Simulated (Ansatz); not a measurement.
# CaI2 monolayer (1T): phonons and vibrational spectra, part 3 of 3

Wanted: phonon frequencies of CaI2 monolayer (1T) and what follows from them.

Ansatz 0.2.0; DFT LDA, scalar-relativistic, plane waves, PAW.

So far. Step 4 (Relaxing to small forces for the phonons): The largest force component left is 0.25 meV/Å, within the tolerances set. Step 5 (Linear response at the zone centre): Before it was imposed, the acoustic sum rule was missed by 8.2e-5 eV/Å² and the charge sum rule by 0.0015 e. Small misses are needed for a sound result but don't prove that mesh and cutoff are converged. The lowest optical mode is real, 71.5 cm⁻¹.

**6. Response at finite wavevector**

Stability and thermal properties need the whole zone. Linear response on a 3×3×1 q mesh gives force constants as far as a supercell of that size would, and the tensors from the zone-centre run are typed in so that the long-range dipole term is interpolated apart.

The input, input.yaml:

```yaml
crystal:
  lattice:
    - [4.3461199407, 0.0, 0.0]
    - [-2.1730599703, 3.7638502765, 0.0]
    - [0.0, 0.0, 30.4]
  atoms:
    - { symbol: Ca, position: [0.0, 0.0, 0.3289473684] }
    - { symbol: I, position: [0.3333333333, 0.6666666667, 0.3866146133] }
    - { symbol: I, position: [0.6666666667, 0.3333333333, 0.2712801236] }
  periodic: [true, true, false]
kpoints:
  mp_grid: { grid: [6, 6, 1] }
hamiltonian:
  xc: lda
scf:
  occupations: { method: fixed }
output:
  eigenvalues: true
phonons:
  method: dfpt
  qmesh: [3, 3, 1]
  temperatures: { t_max: 1000, t_step: 50 }
  qpath:
    path:
      - [0.0, 0.0, 0.0]
      - [0.5, 0.0, 0.0]
      - [0.33333333, 0.33333333, 0.0]
      - [0.0, 0.0, 0.0]
    npoints: 10
  isolated: true
  non_analytic_term:
    high_frequency_dielectric_tensor: [[1.7071, 0.0, 0.0], [0.0, 1.7071, 0.0], [0.0, 0.0, 1.1703]]
    born_effective_charges:
      - { species: Ca, tensor: [[2.4215, 0.0, 0.0], [0.0, 2.4215, 0.0], [0.0, 0.0, 0.4118]] }
      - { species: I, tensor: [[-1.2108, 0.0, 0.0], [0.0, -1.2108, 0.0], [0.0, 0.0, -0.2059]] }
      - { species: I, tensor: [[-1.2108, 0.0, 0.0], [0.0, -1.2108, 0.0], [0.0, 0.0, -0.2059]] }
    source: "zone-centre run at this cell"
```

Command:

```
> ansatz run input.yaml --threads 8 --pin off --max-ram 14336MiB --backend cpu --events-out ev --progress --plain --runs-dir out
```

Numbers of over 12 decimals in the logs are rounded to 6 here.

What it wrote:

```text
Warning: phonons: the dynamical matrix that this run interpolates holds no multipole term above the dipole-dipole one, and a site of this crystal is no centre of inversion, so its interpolated transverse optical and acoustic branches and sound speeds can stay off near Gamma, and the density of states and the thermodynamics with them. What a run solves at a wave vector of phonons.qpoints, Gamma apart, where the deck admits one, is free of this, and under fd what a larger phonons.supercell samples
[...]
Crystal: 3 atoms, lattice volume = 497.288 Å³
Basis set: ecut = 420 eV, 9779 PW (Γ), exchange–correlation on 60×60×432 points (8 copies of the dense FFT grid, shifted against one another)
Bands: 27, of which v1, the nominal top of the filled ones, is band 22 counted from 1 (21 counted from 0)
Symmetry: 12 space group operations
k-points: 7 of 36 (irreducible under 6 space group operations, time reversal used)
[...]
SCF iter   1: F=—  HF=-16489.149807 eV  |F-HF|=—  |Δ(HF+E_count)|=         —  Δρ=2.06e-3  dr2=1.11e-2  ethr=1.77e-3  ⟨swp⟩=11.3  Hψ=1242  notcnv=0  defer=17
[...]
SCF iter  10: F=-16489.148485 eV  HF=-16489.148485 eV  |F-HF|=1.09e-11  |Δ(HF+E_count)|=  3.38e-10  Δρ=7.55e-9  dr2=3.08e-13  ethr=1.00e-12  ⟨swp⟩=32.0  Hψ=2060  notcnv=0
SCF 1 converged in 10 iterations: F = -16489.148485 eV  dr2 = 3.08e-13
[...]
NSCF: frozen V_eff on 7 k-points
[...]
DFPT response loops at q = (0, 0, 0) (fractional): preconditioner auto → none (the input reference at scf.mixing.eps_inf says where Resta's filter doesn't serve); β = 0.50; Broyden in place of MSR1
[...]
SCF converged after 10 iterations
Free energy (F): -16489.148485 eV
[...]
Internal energy: -16489.148485 eV  (E = F + TS)
E sigma→0 (E₀):  -16489.148485 eV
Fermi energy:    -6.735801 eV
[...]
--- Band table (eV; the first three rows and the last of 7) ---
  k-point 0: bands = [... 18 lower, -7.4782, -7.2937, -6.7358, -6.7358, -2.3264, -2.2470, -2.2470, -1.8818, ... 1 higher]
  k-point 1: bands = [... 18 lower, -7.5085, -7.4662, -7.1039, -6.9391, -2.5679, -1.9365, -1.9250, -1.5079, ... 1 higher]
  k-point 2: bands = [... 18 lower, -8.0430, -7.5608, -7.3102, -7.2945, -3.0161, -1.5360, -1.3868, -1.0017, ... 1 higher]
  k-point 6: bands = [... 18 lower, -8.6311, -8.0226, -7.6452, -7.6452, -1.9168, -1.7332, -1.7332, -0.6901, ... 1 higher]
--- Phonons (Γ-DFPT): 6 representative perturbations + reference (Σ response iterations 25) ---
  ASR residual: 4.063e-5 → 0.000e0 eV/Å²; symmetrization residual: 2.982e-5 eV/Å²
[...]
ASR residual per site (eV/Å²): 4.06e-5 2.80e-5 2.54e-5
  Γ frequencies (cm⁻¹): 0.00 0.00 0.00 71.47 71.47 92.07 166.95 166.95 234.79
--- Phonons (arbitrary-q DFPT): 3 irreducible q on the 3×3×1 mesh ---
  q = [0.0000, 0.0000, 0.0000] (star 1, of the zone-centre solve; hermiticity 8.50e-6, symmetrization 8.49e-11, taken by the last average 1.54e-6): -0.00 0.00 0.00 71.47 71.47 92.07 166.95 166.95 234.79
  q = [0.0000, 0.3333, 0.0000] (star 6, 9 solved perturbations on 21 of 36 k-point pairs; hermiticity 1.15e-5, symmetrization 5.92e-10, taken by the last average 1.72e-6): 27.14 38.49 59.69 71.11 83.07 89.91 168.54 178.04 219.87
  q = [0.3333, 0.3333, 0.0000] (star 2, 6 solved perturbations in 93 linear systems a pass and spin channel, the states on 21 of 36 k-point pairs; hermiticity 1.57e-5, symmetrization 1.21e-6, taken by the last average 2.64e-6): 36.60 64.04 64.04 76.53 76.53 87.52 165.45 195.69 195.69
  sum rule: each row above includes the acoustic sum rule's correction from the zone centre's row sums; it moved no ω² by more than (0.53 cm⁻¹)²
  mesh force constants: q→R imaginary residual 0.00e0; ASR residual 4.063e-5 → 0.000e0 eV/Å²; symmetrization residual 3.553e-15 eV/Å²
  interpolated dispersion: 31 rows × 9 modes
  density of states and harmonic sums: on the 18×18×1 q-mesh, interpolated from the force constants of a 3×3×1 supercell (with the dipole–dipole term of supplied tensors)
  largest difference from the sums on the solved wave vectors: F 1.10e-1 eV, S 1.37e-4 and C_V 2.63e-5 eV/K
  zero-point energy: 0.057896 eV/cell   skipped modes (ω ≤ 0): 4, of them read as no rigid motion or as one in doubt: 1 (1.852e-2 modes/cell left out, lowest -0.66 cm⁻¹)   left out of the sums: 3.09e-3 of the cell's modes: C_V's classical limit lies that fraction below 3 k_B per atom; for a crystal, a wire or a layer, F and S can be off by more, and a phonons.interpolated_qmesh denser along its periods is the remedy for the sampling
```

The job ended after 71 s (8 threads of Arm Neoverse V2, shared host; peak memory 1.7 GiB; 8.7 min of CPU time).

This step gave:

```yaml
sum_rule_residual_before_enforcement: 4.06e-5 eV/Å²
lowest_frequency_on_the_path: -0.8526 cm⁻¹
highest_frequency_on_the_path_or_at_a_solved_wavevector: 234.8 cm⁻¹
lowest_mode_on_the_q_mesh_acoustic_modes_at_gamma_apart: 27.14 cm⁻¹
```

Frequencies (cm⁻¹) solved at each irreducible wavevector; negative means imaginary. Frequencies by wavevector, by row:

```csv
q in reciprocal lattice units,star,mode 1,mode 2,mode 3,mode 4,mode 5,mode 6,mode 7,mode 8,mode 9
0 0 0,1,0,0,0,71.5,71.5,92.1,166.9,166.9,234.8
0 0.3333 0,6,27.1,38.5,59.7,71.1,83.1,89.9,168.5,178,219.9
0.3333 0.3333 0,2,36.6,64,64,76.5,76.5,87.5,165.4,195.7,195.7
```

Interpolated from a 3×3×1 q mesh, with the LO-TO term (at Γ the limit along the path; where Γ stands inside the path, tables give the limit on arrival). Phonon branches along the path, in cm⁻¹:

```csv
point,branch 1,branch 2,branch 3,branch 4,branch 5,branch 6,branch 7,branch 8,branch 9
Γ,0,0,0,72,72,92,167,167,235
halfway,18,31,49,71,82,90,169,194,216
M,38,45,69,71,79,93,163,166,227
halfway,36,53,67,74,77,90,164,176,216
K,37,64,64,76,76,88,165,196,196
halfway,21,39,52,74,80,89,169,194,210
Γ,0,0,0,72,72,92,167,167,235
```

The phonon branches as a text plot (rows in cm⁻¹):

```
    230 |*****            ******                             ****
    220 |     **  ********      ****                       **
    210 |     ****                  **       **************
    200 |   **  **                    *******         ***  *****
    191 | **      **                  ***  ***********
    181 |           **             ***
    171 |**************************               ***************
    161 |                 ************************
    151 |
    142 |
    132 |
    122 |
    112 |
    102 |
     92 |********************************************************
     83 |     *********************            ************
     73 |********************************************************
     63 |             ******      ****************
     53 |         ****          *****          *******
     43 |       **    **********                  *******
     33 |     **  ********************************    *****
     24 |   ******  **                            ****   ****
     14 | ****  ****                                  **********
      4 |*******                                           ******
         Γ                   M           K                      Γ
```

The phonon density of states has structure finer than the step of the table below, so its rows give means over 10 cm⁻¹, whole bins alone (the curve runs from -1 to 235 cm⁻¹). Peaks (cm⁻¹: height): 35.0: 0.112, 65.0: 0.0901, 71.0: 0.188, 89.0: 0.273, 165.0: 0.174, 169.0: 0.211, 211.0: 0.0761.

Tetrahedra on a 18×18×1 mesh, mean over bins of 2 cm-1. Interpolated from a 3×3×1 q mesh. Table of phonon density of states by wavenumber; means over each step:

```csv
wavenumber (cm⁻¹),phonon density of states (1/cm⁻¹/cell)
10,0.0186
20,0.0311
30,0.0592
40,0.0601
50,0.0455
60,0.0521
70,0.115
80,0.113
90,0.1
100,0
110,0
120,0
130,0
140,0
150,0
160,0.0250
170,0.0956
180,0.0306
190,0.0249
200,0.0206
210,0.0494
220,0.0456
230,0.00818
```

The partial phonon density of states has structure finer than the step of the table below, so its rows give means over 5 cm⁻¹, whole bins alone (the curve runs from -12.8 to 252 cm⁻¹). Peaks (cm⁻¹: height): Ca 35.5: 0.0141, 168.6: 0.115, 213.6: 0.0535; I 35.5: 0.0834, 72.1: 0.165, 90.4: 0.156.

Phonopy on the run's constants, 15x15x1 mesh, Gaussian sigma 2.0 cm-1. Interpolated from a 3×3×1 q mesh. The partial phonon density of states by wavenumber; means over each step; values in 1/cm⁻¹/cell:

```csv
wavenumber (cm⁻¹),Ca,I
-10,1.5e-5,1.0e-4
-5,6.9e-4,0.00447
0,0.00131,0.00845
5,0.00119,0.00776
10,0.00230,0.0150
15,0.00322,0.0210
20,0.00361,0.0234
25,0.00549,0.0354
30,0.00758,0.0471
35,0.0125,0.0746
40,0.00712,0.0462
45,0.00637,0.0463
50,0.00486,0.0376
55,0.00413,0.0359
60,0.00409,0.0423
65,0.00454,0.0595
70,0.00216,0.117
75,4.8e-4,0.155
80,5.8e-4,0.121
85,1.7e-4,0.0633
90,1.7e-4,0.131
95,3.7e-5,0.0345
100,0,6.6e-4
105,0,0
110,0,0
115,0,0
120,0,0
125,0,0
130,0,0
135,0,0
140,0,0
145,0,0
150,0,0
155,1.9e-4,3.5e-5
160,0.0176,0.00334
165,0.0909,0.0158
170,0.0882,0.0138
175,0.0312,0.00470
180,0.0289,0.00417
185,0.0362,0.00508
190,0.0282,0.00393
195,0.0199,0.00272
200,0.00781,9.6e-4
205,0.0221,0.00248
210,0.0369,0.00391
215,0.0431,0.00443
220,0.0301,0.00275
225,0.0286,0.00262
230,0.0143,0.00135
235,0.00268,3.8e-4
240,1.1e-4,1.5e-5
245,0,0
```

Symmetry leaves 3 wavevectors to solve. The lowest mode among them, the acoustic zeros apart, lies at q = (0, 0.333, 0) and is real, 27.1 cm⁻¹.

**7. Isotope substitution**

An isotope changes the mass and not the force constants, so no new electronic calculation is needed; the shifts show which modes move this element.

The same force constants with the mass of Ca changed from 40.078 to 47.953 u (phonopy, no LO-TO term). Both lists are sorted by frequency; levels can cross, so a row need not hold one and the same mode. Modes under 3 cm⁻¹ are left out. Isotope shifts, by row:

```csv
q,rank,natural mass (cm⁻¹),changed mass (cm⁻¹)
0 0 0,4,71.47,71.47
0 0 0,5,71.47,71.47
0 0 0,6,92.07,92.07
0 0 0,7,166.9,154.7
0 0 0,8,166.9,154.7
0 0 0,9,234.8,217.5
0 0.3333 0,1,27.13,26.76
0 0.3333 0,2,38.49,38.02
0 0.3333 0,3,59.69,59.19
0 0.3333 0,4,71.11,71.1
0 0.3333 0,5,83.07,83.07
0 0.3333 0,6,89.91,89.91
0 0.3333 0,7,168.5,156
0 0.3333 0,8,178.1,165
0 0.3333 0,9,219.9,202.7
0.3333 0.3333 0,1,36.6,36.05
0.3333 0.3333 0,2,64.04,63.48
0.3333 0.3333 0,3,64.04,63.48
0.3333 0.3333 0,4,76.53,76.53
0.3333 0.3333 0,5,76.53,76.53
0.3333 0.3333 0,6,87.52,87.52
0.3333 0.3333 0,7,165.4,153.6
0.3333 0.3333 0,8,195.7,180.5
0.3333 0.3333 0,9,195.7,180.5
```

A mode of this element alone would shift by -8.58 %. The highest zone-centre frequency without the field goes from 234.8 to 217.5 cm⁻¹ (-7.4 %). The product of the frequency ratios over all optical modes at Γ is 0.795; the product rule, (m/m′)^(3k/2) (M′/M)^(3/2) with k = 1 such atoms and M the mass of the cell, gives 0.795.

**8. Results**

- space group after relaxation (within 0.01 Å): P-3m1
- area per atom: 5.45 Å²
- gap on the k-mesh: 3.54 eV
- highest optical mode at the zone centre (no LO-TO term): 235 cm⁻¹
- lowest optical zone-centre mode: 71.5 cm⁻¹
- largest Born charge (third of the trace): 1.75 e
- lowest mode on the q mesh (acoustic modes at Γ apart): 27.1 cm⁻¹
- highest frequency on the path or at a solved wavevector: 235 cm⁻¹
- imaginary modes on the 3×3×1 q mesh: none

**Reading.** The structure is a minimum as far as tested: no mode is imaginary at the 3 irreducible wavevectors of the 3×3×1 mesh, and the softest away from the acoustic zeros lies at 27 cm⁻¹. Without the field, the optical modes at Γ span 71 to 235 cm⁻¹. The highest mode in this list at Γ, 234.8 cm⁻¹, is mostly motion of Ca (86 % of the kinetic energy). The strongest infrared line is at 167 cm⁻¹. Averaged over orientations, the strongest Raman line at 532 nm and 300 K is at 72 cm⁻¹. In a sheet or slab the interpolated bending branch near Γ is rough, since the rotational sum rule isn't imposed. Dielectric tensors refer to the cell with its vacuum. Spin-orbit coupling is left out, which can matter for the heavy elements here. The starting cell was built on a prototype and not taken from a measurement. These are harmonic frequencies at zero temperature: anharmonic shifts, linewidths and thermal expansion are left out.

[Logs are printed without paths, hosts, clocks, repeated set-up lines and the standing remarks that a program may print on its own settings, such as how far it seeks lower states.]

[Hosts, paths, dates, database ids (printed as entryN), source tags and the programs' standing remarks are cut or masked in the printed files.]
